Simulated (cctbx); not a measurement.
## Interatomic vectors of PrNiS3

Space group Cm (no. 8), a = 13.5470 Å, b = 9.5890 Å, c = 6.5090 Å, α = 90.00°, β = 90.34°, γ = 90.00°, content Pr8 Ni8 S24.

Simulated single-crystal data (cctbx): Mo Kα, λ = 0.71073 Å, to d = 0.84 Å, 70 % of the full sphere, strongest reflection 40000 counts, noise from counting, a 2 % proportional error and a noise floor of 8 counts (s.d.); no absorption.

Patterson synthesis from sharpened amplitudes, origin scaled to 1000:

```text
Patterson group C 1 2/m 1
      u       v       w   height  length (A)
  0.000   0.000   0.000   1000.0     0.00
  0.000   0.500   0.000    986.0     4.79
  0.250   0.000   0.500    963.4     4.71
  0.250   0.250   0.000    596.0     4.15
  0.000   0.250   0.500    590.2     4.04
  0.125   0.250   0.250    324.1     3.35
  0.250   0.000  -0.000    313.9     3.39
  0.000   0.500   0.500    310.7     5.79
  0.000   0.000   0.500    303.1     3.25
  0.125   0.250   0.750    291.5     3.36
  0.252   0.000   0.195     74.9     3.64
  0.248   0.000   0.805     74.6     3.60
 -0.002   0.000   0.305     74.3     1.98
 -0.002   0.500   0.305     74.2     5.19
```

Q: Assign the vectors.

A peak at u stands for all pairs with xi − xj = u, with weight Σ ZiZj against Σ Z² = 40264 at the origin. Peak heights follow these weights only roughly, since form factors, motion and series ripples differ, all vectors within 0.55 Å of a peak are counted as merged into it though the farther ones add only part of their weight, and F(000) is left out, which lowers the whole map:

| u | v | w | shortest length (Å) | height | 1000 ΣZiZj/ΣZ² | pairs in the cell |
| --- | --- | --- | --- | --- | --- | --- |
| 0.000 | 0.500 | 0.000 | 4.79 | 986 | 1000 | 8 × Pr–Pr, 8 × Ni–Ni, 24 × S–S |
| 0.250 | 0.000 | 0.500 | 4.68 | 963 | 1000 | 8 × Pr–Pr, 8 × Ni–Ni, 24 × S–S |
| 0.250 | 0.250 | 0.000 | 4.15 | 596 | 656 | 16 × Pr–Ni |
| 0.000 | 0.250 | 0.500 | 4.04 | 590 | 656 | 16 × Pr–Ni |
| 0.125 | 0.250 | 0.250 | 3.35 | 324 | 477 | 16 × Pr–S, 16 × S–S |
| 0.250 | 0.000 | 0.000 | 3.39 | 314 | 477 | 16 × Pr–S, 16 × S–S |
| 0.000 | 0.500 | 0.500 | 5.79 | 311 | 477 | 16 × Pr–S, 16 × S–S |
| 0.000 | 0.000 | 0.500 | 3.25 | 303 | 477 | 16 × Pr–S, 16 × S–S |
| 0.125 | 0.250 | 0.750 | 3.36 | 292 | 477 | 16 × Pr–S, 16 × S–S |
| 0.252 | 0.000 | 0.195 | 3.64 | 75 | 0 | none within 0.55 Å |

The table stops at ten peaks or at a height of 45, below which ripples compete. In the model behind the data Pr, the heaviest element, has 2 independent sites: (0.7453, 0.2510, 0.0044) and (0.5004, 0.7527, 0.5013), up to an allowed shift of origin; the Pr–Pr vectors are differences of these positions and their symmetry mates. The whole model:

| atom | mult. | x | y | z | Ueq (Å²) |
| --- | --- | --- | --- | --- | --- |
| Pr1 | 4 | 0.7453 | 0.2510 | 0.0044 | 0.0069 |
| Pr2 | 4 | 0.5004 | 0.7527 | 0.5013 | 0.0051 |
| Ni1 | 2 | 0.7519 | 0 | 0.4960 | 0.0088 |
| Ni2 | 2 | 0.0019 | 0 | 0.0042 | 0.0075 |
| Ni3 | 2 | 0.2518 | 0 | 0.5008 | 0.0069 |
| Ni4 | 2 | 0.5005 | 0 | 0.0109 | 0.0073 |
| S1 | 2 | 0.6230 | 0 | 0.7433 | 0.0112 |
| S2 | 2 | 0.8722 | 0 | 0.2494 | 0.0110 |
| S3 | 2 | 0.1283 | 0 | 0.7430 | 0.0105 |
| S4 | 2 | 0.3709 | 0 | 0.2461 | 0.0094 |
| S5 | 4 | 0.2531 | 0.7501 | 0.4945 | 0.0072 |
| S6 | 4 | 0.5020 | 0.7415 | 0.0018 | 0.0090 |
| S7 | 2 | 0.8797 | 0 | 0.7384 | 0.0090 |
| S8 | 2 | 0.1282 | 0 | 0.2459 | 0.0099 |
| S9 | 2 | 0.3747 | 0 | 0.7389 | 0.0085 |
| S10 | 2 | 0.6265 | 0 | 0.2523 | 0.0115 |

The model is made up (kin elements in a known structure type, no relaxation), so it says nothing on whether the phase exists.

[Logs are printed without paths, hosts, clocks, repeated set-up lines and the standing remarks that a program may print on its own settings, such as how far it seeks lower states.]
